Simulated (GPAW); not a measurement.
# NiO (Fm-3m): the O K absorption edge, part 2 of 2

What does one-electron theory with a core hole give for the O K edge of NiO (Fm-3m)?

GPAW 26.7.0; X-ray absorption from dipole matrix elements to empty bands, plane-wave PAW PBE+U.

So far. Step 2 (The field without a hole): The mesh shows a gap of 3.24 eV, so the hole is first treated in a charged cell, without the excited electron. Step 3 (Spectrum without a core hole, O atom 3): Main maxima below 24 eV (height): 2.2 eV (1.61), 5.4 eV (1.55), 8.9 eV (3.81) and 14.1 eV (1.01). A K edge sees empty p states; the first features are O p mixed into the empty d states of the Ni neighbours, and the broad ones above probably into the cations' higher empty bands.

## 5. Spectrum with FCH, O atom 3

The holes are 5.9 Å apart. In GPAW the data set carries the hole's charge, so charge=0 means a charged cell and charge=-1 a neutral one. The excited electron is left out and a uniform background balances the charge. After the field has converged, empty bands are computed with the density fixed and the dipole matrix elements are summed.

Input file xas.py:

```python
import numpy as np
from ase import Atoms
from ase.parallel import parprint, paropen
from gpaw import GPAW, PW, FermiDirac, Mixer, MixerDif, setup_paths
from gpaw.test import gen
setup_paths.insert(0, '.')
gen('O', name='fch1s', xcname='PBE', corehole=(1, 0, 1), write_xml=True)
from gpaw.mpi import world
world.barrier()

atoms = Atoms('Ni8O8',
    cell=[[-4.17180328, 4.17180328, 0],
     [-4.17180328, -4.17180328, 0],
     [4.17180328, 0, 4.17180328]],
    scaled_positions=[[0, 0, 0],
     [0.5, 0, 0],
     [0.5, 0.5, 0.5],
     [0, 0.5, 0.5],
     [0.5, 0.5, 0],
     [0, 0.5, 0],
     [0, 0, 0.5],
     [0.5, 0, 0.5],
     [0.25, 0.75, 0.5],
     [0.75, 0.75, 0.5],
     [0.75, 0.25, 0],
     [0.25, 0.25, 0],
     [0.75, 0.25, 0.5],
     [0.25, 0.25, 0.5],
     [0.25, 0.75, 0],
     [0.75, 0.75, 0]],
    magmoms=[2.0, 2.0, 2.0, 2.0, -2.0, -2.0, -2.0, -2.0, 0.0, 0.0, 0.0, 0.0, 0.0, 0.0, 0.0, 0.0],
    pbc=True)
atoms.calc = calc = GPAW(legacy_gpaw=True, mode=PW(500), xc='PBE', setups={'Ni': ':d,7', 8: 'fch1s'},
    kpts={'size': (3, 3, 3), 'gamma': True}, occupations=FermiDirac(0.02),
    charge=0, mixer=MixerDif(0.05, 8, 50), maxiter=150,
    convergence={'density': 0.0001}, txt='scf.txt')
energy = atoms.get_potential_energy() + calc.get_reference_energy()
ef = calc.get_fermi_level()
out = dict(energy=energy, fermi=ef, forces=atoms.get_forces().tolist(), magmoms=atoms.get_magnetic_moments().tolist())
parprint(f'all-electron energy {energy:.4f} eV, Fermi level {ef:.4f} eV')
ev = np.array([[calc.get_eigenvalues(k, s) for k in range(len(calc.get_ibz_k_points()))] for s in range(calc.get_number_of_spins())])
out['homo'], out['lumo'], out['counts'] = ev[ev < ef].max(), ev[ev > ef].min(), sorted(set((ev < ef).sum((0, 2)).tolist()))
out['filled'] = (ev[:, 0] < ef).sum(1).tolist()

from ase.units import Ha
from gpaw.xas import dipole_matrix_elements
nb = int(calc.get_number_of_electrons() / 2) + 129
top, nb = nb, nb + 8 + nb // 12
nscf = calc.fixed_density(kpts={'size': (4, 4, 4), 'gamma': True}, nbands=nb,
    convergence={'bands': top, 'eigenstates': 1e-5}, maxiter=60, txt='nscf.txt')
cell = atoms.cell.array
ops = [cell.T @ U.T @ np.linalg.inv(cell.T) for U in nscf.wfs.kd.symmetry.op_scc]
filled = [88, 88]  # bands filled in the ground state, by spin
E = np.arange(-6, 34, 0.1)
fwhm = np.interp(E, [4, 25], [0.9, 3.5])
Y, X, zero, highest = 0, 0, 1e9, 1e9
for spin in range(nscf.get_number_of_spins()):
    wfs = nscf.wfs
    A = dipole_matrix_elements(wfs.setups[8])
    eps = np.zeros((wfs.kd.nibzkpts, nb))
    d = np.zeros((3, A.shape[1], wfs.kd.nibzkpts, nb), complex)
    for kpt in wfs.kpt_u:
        if kpt.s == spin and 8 in kpt.P_ani:
            eps[kpt.k] = kpt.eps_n * Ha
            d[:, :, kpt.k] = (kpt.weight * wfs.nspins / 2) ** 0.5 * np.inner(A, kpt.P_ani[8])
    world.sum(eps)
    world.sum(d)
    T = np.einsum('amkn,bmkn->abkn', d, d.conj()).real
    T = sum(np.einsum('ai,ijkn,bj->abkn', R, T, R) for R in ops) / len(ops)
    empty = np.ones_like(eps, bool) & (np.arange(nb) >= filled[spin])
    zero, highest = min(zero, eps[empty].min()), min(highest, eps[:, top - 1].min())
    lines = [(eps, T, empty)] if spin == 0 else lines + [(eps, T, empty)]
for eps, T, empty in lines:
    f = np.einsum('aakn->akn', T).reshape(3, -1)
    x = eps.ravel() - zero
    w = np.interp(x, E, fwhm) / 2.35482
    g = np.exp(-0.5 * ((E[:, None] - x) / w) ** 2) / (w * (2 * np.pi) ** 0.5)
    Y = Y + (f * empty.ravel()) @ g.T
    X = X + (f * ~empty.ravel()) @ g.T
out.update(E=E.round(2).tolist(), xas=Y.tolist(), xes=X.tolist(), zero=zero, valid=highest - zero, nk=len(eps), nb=nb)
for i in range(0, len(E), 10):
    parprint(f'{E[i]:7.2f}', *(f'{v:10.3e}' for v in Y[:, i]))
import json
with paropen('out.json', 'w') as f:
    json.dump(out, f)
```

Command:

```sh
$ OMP_NUM_THREADS=1 mpirun -n 2 gpaw python xas.py
```

Numbers of over 12 decimals in the logs are rounded to 6 here.

Output:

```text
Input parameters:
  convergence: {density: 0.0001}
  kpts: {gamma: True,
         size: (3, 3, 3)}
  maxiter: 150
  mixer: {backend: pulay,
          beta: 0.05,
          method: difference,
          nmaxold: 8,
          weight: 50}
  mode: {ecut: 500.0,
         name: pw}
  occupations: {fixmagmom: False,
                name: fermi-dirac,
                width: 0.02}
  setups: {8: fch1s,
           Ni: :d,7}
  xc: PBE

Initialize ...

[... PAW data sets ...]

Reference energy: -346716.007055  # eV

Spin-polarized calculation.
Initial magnetic moment: 0.000000

[... convergence settings ...]
Symmetries present (total): 6
  [... symmetry matrices ...]

27 k-points: 3 x 3 x 3 Monkhorst-Pack grid
6 k-points in the irreducible part of the Brillouin zone
       k-points in crystal coordinates                weights
   0:     0.00000000    0.00000000    0.00000000          1/27
   1:     0.00000000    0.33333333   -0.33333333          2/27
   2:     0.33333333    0.00000000    0.00000000          6/27
   3:     0.33333333    0.33333333   -0.33333333          6/27
   4:     0.33333333    0.33333333    0.00000000          6/27
   5:     0.33333333    0.33333333    0.33333333          6/27

Wave functions: Plane wave expansion
  Cutoff energy: 500.000 eV
  Number of coefficients (min, max): 3663, 3695
  Pulay-stress correction: 0.000000 eV/Ang^3 (de/decut=0.000000)
  Using FFTW library
  Wavefunction extrapolation:
    Improved wavefunction reuse through dual PAW basis

Occupation numbers: Fermi-Dirac:
  width: 0.0200  # eV

Eigensolver
   Davidson(niter=2)

Densities:
  Coarse grid: 32*32*32 grid
  Fine grid: 64*64*64 grid
  Total Charge: 1.000000

Density mixing:
  Method: difference
  Backend: pulay
  Linear mixing parameter: 0.05
  old densities: 8
  Width of damping distribution: 1.1
  Damping of long wavelength oscillations: 50

[... Hamiltonian set-up ...]
Number of atoms: 16
Number of atomic orbitals: 128
Number of bands in calculation: 110
Number of valence electrons: 176
Bands to converge: occupied

... initialized

Initializing position-dependent things.

Density initialized from atomic densities
Creating initial wave functions:
  110 bands from LCAO basis set

                    O    Ni
             O     Ni   O    Ni
               O O  NiNi
        O    Ni    O    Ni
            O    Ni

Atomic positions and initial magnetic moments

Positions:
   0 Ni     0.000000    0.000000    0.000000    ( 0.0000,  0.0000,  2.0000)
   1 Ni    -2.085902    2.085902    0.000000    ( 0.0000,  0.0000,  2.0000)
   2 Ni    -2.085902    0.000000    2.085902    ( 0.0000,  0.0000,  2.0000)
   3 Ni     0.000000   -2.085902    2.085902    ( 0.0000,  0.0000,  2.0000)
   4 Ni    -4.171803    0.000000    0.000000    ( 0.0000,  0.0000, -2.0000)
   5 Ni    -2.085902   -2.085902    0.000000    ( 0.0000,  0.0000, -2.0000)
   6 Ni     2.085902    0.000000    2.085902    ( 0.0000,  0.0000, -2.0000)
[...]
13 O      0.000000    0.000000    2.085902    ( 0.0000,  0.0000,  0.0000)
  14 O     -4.171803   -2.085902    0.000000    ( 0.0000,  0.0000,  0.0000)
  15 O     -6.257705    0.000000    0.000000    ( 0.0000,  0.0000,  0.0000)

Unit cell:
           periodic     x           y           z      points  spacing
  1. axis:    yes   -4.171803    4.171803    0.000000    32     0.1505
  2. axis:    yes   -4.171803   -4.171803    0.000000    32     0.1505
  3. axis:    yes    4.171803    0.000000    4.171803    32     0.1304

  Lengths:   5.899821   5.899821   5.899821
  Angles:  120.000000 120.000000  90.000000

Effective grid spacing dv^(1/3) = 0.1643

iter:   1  -117.389231                   +0.0000
iter:   2  -117.737597   -0.78  -1.26    -0.0184
iter:   3  -120.840141   -1.09  -1.28    -0.0528
iter:   4  -127.264134   -1.54  -1.36    -0.0351
iter:   5  -131.817714   -1.51  -1.51    -0.0062
[...]
iter:  32  -132.394465c  -6.67  -4.28c   +0.0000
iter:  33  -132.394382c  -7.52c -4.22c   +0.0000

Converged after 33 iterations.

Dipole moment: (0.000215, -0.674042, 0.000215) |e|*Ang

Total magnetic moment: (0.000000, 0.000000, 0.000000)
Local magnetic moments:
   0 Ni ( 0.000000,  0.000000,  1.788913)
   1 Ni ( 0.000000,  0.000000,  1.799154)
   2 Ni ( 0.000000,  0.000000,  1.799154)
   3 Ni ( 0.000000,  0.000000,  1.799154)
   4 Ni ( 0.000000,  0.000000, -1.789202)
   5 Ni ( 0.000000,  0.000000, -1.788244)
   6 Ni ( 0.000000,  0.000000, -1.788244)
   7 Ni ( 0.000000,  0.000000, -1.788244)
   8 O  ( 0.000000,  0.000000, -0.134848)
   9 O  ( 0.000000,  0.000000,  0.002207)
  10 O  ( 0.000000,  0.000000,  0.002207)
  11 O  ( 0.000000,  0.000000,  0.002207)
  12 O  ( 0.000000,  0.000000,  0.000845)
  13 O  ( 0.000000,  0.000000,  0.002292)
  14 O  ( 0.000000,  0.000000,  0.002292)
  15 O  ( 0.000000,  0.000000,  0.002292)

Energy contributions relative to reference atoms: (reference = -346716.007055)

Kinetic:       +264.979351
Potential:     -236.960311
External:        +0.000000
XC:            -160.591712
Entropy (-ST):   -0.000000
Local:           +0.178290
SIC:             +0.000000
--------------------------
Free energy:   -132.394382
Extrapolated:  -132.394382

Spin contamination: 8.937322 electrons
Showing only first 2 kpts
                      Up                     Down
 Kpt  Band  Eigenvalues  Occupancy  Eigenvalues  Occupancy
  0    86      6.35664    1.00000      6.35908    1.00000
  0    87      6.35674    1.00000      6.35919    1.00000
  0    88      9.59582    0.00000      9.47831    0.00000
  0    89     11.84865    0.00000     11.81924    0.00000

  1    86      6.54974    1.00000      6.54875    1.00000
  1    87      6.54988    1.00000      6.54888    1.00000
  1    88     11.14337    0.00000     10.99995    0.00000
  1    89     11.73616    0.00000     11.71359    0.00000

Fermi level: 7.22457

Gap: 2.928 eV
Transition (v -> c):
  (s=0, k=1, n=87, [0.00, 0.33, -0.33]) -> (s=1, k=0, n=88, [0.00, 0.00, 0.00])
Direct/indirect transitions are different
Direct gap: 3.119 eV
Transition at: (s=1, k=0, n=87, [0.00, 0.00, 0.00])

Forces in eV/Ang:
  0 Ni   -0.00196   -0.00196   -0.00196
  1 Ni    0.01087    0.01087    1.62836
  2 Ni    0.01087    1.62836    0.01087
  3 Ni    1.62836    0.01087    0.01087
  4 Ni    0.00214    0.00214    0.00214
  5 Ni   -0.01198   -0.01198   -1.57655
  6 Ni   -0.01198   -1.57655   -0.01198
[...]
13 O     0.00379    0.00379    0.00020
 14 O     0.00379    0.00020    0.00379
 15 O     0.00020    0.00379    0.00379
Scalar-relativistic atomic PBE calculation for O (Oxygen, Z=8)
Core hole in 1s state (1s occupation: 1.0)
300 radial gridpoints.
|------------------------------------------------|
|------------------------------------------------|
[... the atom generator's iteration count ...]

Energy contributions:
-------------------------
Kinetic:      +54.482386
XC:            -6.221029
Potential:   -102.872811
-------------------------
Total:        -54.611454

state      eigenvalue         ekin         rmax
-----------------------------------------------
1s^1.0 :   -21.894578    30.998381        0.126
2s^2.0 :    -1.608483     4.112072        0.796
2p^4.0 :    -1.062351     3.814965        0.685
-----------------------------------------------
(units: Bohr and Hartree)

Generating PAW setup
Kinetic energy of the core from tauc = 31.023928
Cutoffs:
rc(s)=1.300
rc(p)=1.130
rc(d)=1.170
rc(vbar)=1.300
rc(comp)=1.260
rc(nct)=1.300

Kinetic energy of the core states: 30.998381
Charge: 1.0
Core electrons: 1.0
Valence electrons: 6.0
Pseudo-core charge: 0.000187
Shape function alpha=6.299
Pseudo-electron charge 5.288669
state    eigenvalue         norm
--------------------------------
2s(2) :    -1.608483     1.066038
*s    :    -0.608483
2p(4) :    -1.062351     0.789101
*p    :    -0.062351
*d    :     0.000000
--------------------------------

Diagonalizing with gridspacing h=0.050

state   all-electron     PAW
-------------------------------
2s:      -1.608483    -1.609927
2p:      -1.062351    -1.068630
*d:                   -0.061610
*f:                   -0.013338
-------------------------------
all-electron energy -346848.4014 eV, Fermi level 7.2246 eV
  -6.00  2.232e-62  2.232e-62  2.232e-62
  -5.00  5.047e-46  5.047e-46  5.047e-46
  -4.00  1.222e-32  1.222e-32  1.222e-32
  -3.00  3.188e-22  3.188e-22  3.188e-22
  -2.00  9.104e-15  9.104e-15  9.104e-15
  -1.00  2.975e-10  2.975e-10  2.975e-10
  -0.00  2.062e-07  2.062e-07  2.062e-07
[...]
31.00  1.413e-04  1.413e-04  1.413e-04
  32.00  1.033e-04  1.033e-04  1.033e-04
  33.00  8.983e-05  8.983e-05  8.983e-05
```

Run time: 4.5 min. Hardware: 2 MPI ranks of Intel Xeon 6975P-C (Granite Rapids), shared host; peak memory 0.91 GiB; 8.9 min of CPU time.

The O K spectrum, O atom 3, full core hole (charged cell) (energy from the lowest empty level; intensity scaled to a mean of 1 over the first 20 eV):

```
E (eV)  intensity
  -2.0       0.00
  -1.4       0.00
  -0.8       0.00
  -0.2       0.00
   0.4       0.02
   1.0       0.12
   1.6       0.59
   2.2       1.93
   2.8       1.36
   3.4       0.70
   4.0       1.17
   4.6       1.76
   5.2       2.25
   5.8       2.30
   6.4       1.53
   7.0       1.71
   7.6       2.77
   8.2       3.24
   8.8       2.30
   9.4       1.36
  10.0       0.82
  10.6       0.43
  11.2       0.24
  11.8       0.23
  12.4       0.38
  13.0       0.61
  13.6       0.79
  14.2       0.82
  14.8       0.73
  15.4       0.61
  16.0       0.50
  16.6       0.41
  17.2       0.35
  17.8       0.31
  18.4       0.28
  19.0       0.26
  19.6       0.26
  20.2       0.29
  20.8       0.32
  21.4       0.36
  22.0       0.40
  22.6       0.42
  23.2       0.42
  23.8       0.43
  24.4       0.47
  25.0       0.56
  25.6       0.72
  26.2       0.95
  26.8       1.21
  27.4       1.46
  28.0       1.65
  28.6       1.74
  29.2       1.71
  29.8       1.58
  30.4       1.37
  31.0       1.14
  31.6       0.93
```

Main maxima below 24 eV (height): 2.3 eV (2.02), 5.5 eV (2.44), 8.1 eV (3.28) and 14.0 eV (0.83). 

The hole costs E(hole) − E(ground) = 520.72 eV, and the lowest empty level of the hole cell on the spectrum's mesh lies at 9.48 eV, which puts the zero at 530.19 eV.

## 6. Excitation energy, O atom 3

With the excited electron kept in the cell the system stays neutral, and the energy difference is an excitation energy by itself. In a small cell that electron takes up a good share of the lowest empty band, or all of one, which shifts the value from the true onset.

Changed against the first core-hole run: core hole to XCH, with the smearing that suits a partly filled band.

Input file scf.py:

```python
import numpy as np
from ase import Atoms
from ase.parallel import parprint, paropen
from gpaw import GPAW, PW, FermiDirac, Mixer, MixerDif, setup_paths
from gpaw.test import gen
setup_paths.insert(0, '.')
gen('O', name='fch1s', xcname='PBE', corehole=(1, 0, 1), write_xml=True)
from gpaw.mpi import world
world.barrier()

atoms = Atoms('Ni8O8',
    cell=[[-4.17180328, 4.17180328, 0],
     [-4.17180328, -4.17180328, 0],
     [4.17180328, 0, 4.17180328]],
    scaled_positions=[[0, 0, 0],
     [0.5, 0, 0],
     [0.5, 0.5, 0.5],
     [0, 0.5, 0.5],
     [0.5, 0.5, 0],
     [0, 0.5, 0],
     [0, 0, 0.5],
     [0.5, 0, 0.5],
     [0.25, 0.75, 0.5],
     [0.75, 0.75, 0.5],
     [0.75, 0.25, 0],
     [0.25, 0.25, 0],
     [0.75, 0.25, 0.5],
     [0.25, 0.25, 0.5],
     [0.25, 0.75, 0],
     [0.75, 0.75, 0]],
    magmoms=[2.0, 2.0, 2.0, 2.0, -2.0, -2.0, -2.0, -2.0, 0.0, 0.0, 0.0, 0.0, 0.0, 0.0, 0.0, 0.0],
    pbc=True)
atoms.calc = calc = GPAW(legacy_gpaw=True, mode=PW(500), xc='PBE', setups={'Ni': ':d,7', 8: 'fch1s'},
    kpts={'size': (3, 3, 3), 'gamma': True}, occupations=FermiDirac(0.04),
    charge=-1, mixer=MixerDif(0.05, 8, 50), maxiter=150,
    convergence={'density': 0.0001}, txt='scf.txt')
energy = atoms.get_potential_energy() + calc.get_reference_energy()
ef = calc.get_fermi_level()
out = dict(energy=energy, fermi=ef, forces=atoms.get_forces().tolist(), magmoms=atoms.get_magnetic_moments().tolist())
parprint(f'all-electron energy {energy:.4f} eV, Fermi level {ef:.4f} eV')
ev = np.array([[calc.get_eigenvalues(k, s) for k in range(len(calc.get_ibz_k_points()))] for s in range(calc.get_number_of_spins())])
out['homo'], out['lumo'], out['counts'] = ev[ev < ef].max(), ev[ev > ef].min(), sorted(set((ev < ef).sum((0, 2)).tolist()))
out['filled'] = (ev[:, 0] < ef).sum(1).tolist()
import json
with paropen('out.json', 'w') as f:
    json.dump(out, f)
```

Command:

```sh
$ OMP_NUM_THREADS=1 mpirun -n 2 gpaw python scf.py
```

Output:

```text
Input parameters:
  charge: -1
  convergence: {density: 0.0001}
  kpts: {gamma: True,
         size: (3, 3, 3)}
  maxiter: 150
  mixer: {backend: pulay,
          beta: 0.05,
          method: difference,
          nmaxold: 8,
          weight: 50}
  mode: {ecut: 500.0,
         name: pw}
  occupations: {fixmagmom: False,
                name: fermi-dirac,
                width: 0.04}
  setups: {8: fch1s,
[...]
2s(2) :    -1.608483     1.066038
*s    :    -0.608483
2p(4) :    -1.062351     0.789101
*p    :    -0.062351
*d    :     0.000000
--------------------------------

Diagonalizing with gridspacing h=0.050

state   all-electron     PAW
-------------------------------
2s:      -1.608483    -1.609927
2p:      -1.062351    -1.068630
*d:                   -0.061610
*f:                   -0.013338
-------------------------------
all-electron energy -346837.5756 eV, Fermi level 11.0831 eV
[key lines of the parts left out:]
Converged after 118 iterations.
Dipole moment: (0.000567, -0.540860, 0.000567) |e|*Ang
Free energy:   -121.578945
Fermi level: 11.08312
```

Run time: 5.2 min. Hardware: 2 MPI ranks; peak memory 0.54 GiB; 10 min of CPU time.

The total-energy difference is 531.54 eV.

## 7. What the core hole does

Both curves are counted from their own zero, so only the shift of weight within the empty states shows.

```
E (eV)  no hole   FCH
  -2.0     0.00  0.00
  -1.0     0.00  0.00
   0.0     0.00  0.00
   1.0     0.11  0.12
   2.0     1.47  1.54
   3.0     0.49  1.00
   4.0     0.77  1.17
   5.0     1.37  2.05
   6.0     1.28  2.05
   7.0     1.10  1.71
   8.0     2.61  3.26
   9.0     3.78  1.93
  10.0     1.80  0.82
  11.0     0.49  0.28
  12.0     0.39  0.27
  13.0     0.76  0.61
  14.0     1.01  0.83
  15.0     0.86  0.69
  16.0     0.57  0.50
  17.0     0.38  0.37
  18.0     0.29  0.29
  19.0     0.25  0.26
  20.0     0.27  0.28
  21.0     0.32  0.34
  22.0     0.34  0.40
  23.0     0.32  0.42
  24.0     0.28  0.44
  25.0     0.29  0.56
  26.0     0.44  0.86
  27.0     0.75  1.30
  28.0     1.12  1.65
  29.0     1.39  1.74
  30.0     1.41  1.52
  31.0     1.21  1.14
  32.0     0.95  0.83
```

With each curve scaled to its own mean, the area from −2 to 6 eV with the hole is 7.1 against 4.9, and the centre of weight from −1 to 20 eV moves by -0.9 eV: the hole pulls the absorber's empty states down.

## 8. Results

| Quantity | Value |
| --- | --- |
| absorber and edge | O K, atom 3 of the ground-state input (counted from 1) |
| surroundings | 6 Ni at 2.09 Å (octahedral, site symmetry m-3m) |
| highest intensity below 16 eV | 8.1 eV above the zero, height 3.28 |
| photon energy of the zero (spin-polarised hole, raw) | 530.2 eV (uncertain by a few eV) |

The O K edge of atom 3, with 6 Ni at 2.09 Å (octahedral, site symmetry m-3m), has its highest intensity of the first 16 eV at 8.1 eV above the zero, near 538 eV in photon energy (uncertain by a few eV), 3.3 times the mean level of the first 20 eV (Gaussian full width 0.9 eV up to 4 eV, rising linearly to 3.5 eV at 25 eV). With each curve scaled to its own mean, the area from −2 to 6 eV with the hole is 7.1 against 4.9, and the centre of weight from −1 to 20 eV moves by -0.9 eV: the hole pulls the absorber's empty states down. The neutral-cell energy lies +1.3 eV from the charged-cell zero, a gap made of the charged-cell error and of where the added electron settles. The hole lies in one spin channel, while the script sums the empty states of both and takes the lower zero; where the two channels are split, this blurs and shifts the curve. The spins start antiferromagnetically in a simple order, which needn't be the measured one; gap and edge can depend on it. The holes are only 5.9 Å apart, so the shape is probably not converged with cell size; no larger cell was run here. The mesh is coarse (0.38 Å⁻¹ between points), so small maxima may be mesh ripples. The structure is a published determination, not relaxed.

[Banner, clock and machine lines of the logs are left out without a mark of their own.]

[Logs are printed without paths, hosts, clocks, repeated set-up lines and the standing remarks that a program may print on its own settings, such as how far it seeks lower states.]

[Hosts, paths, dates, database ids (printed as entryN), source tags and the programs' standing remarks are cut or masked in the printed files.]

[Lists of maxima count a maximum above −3 eV only where it reaches 4 % of the highest in the window and stands out from its surroundings by 2 % of it (1.5 % where it reaches 55 %); shoulders and weaker maxima are passed over, and of the rest the first, up to two pre-edge ones and the few strongest are named.]
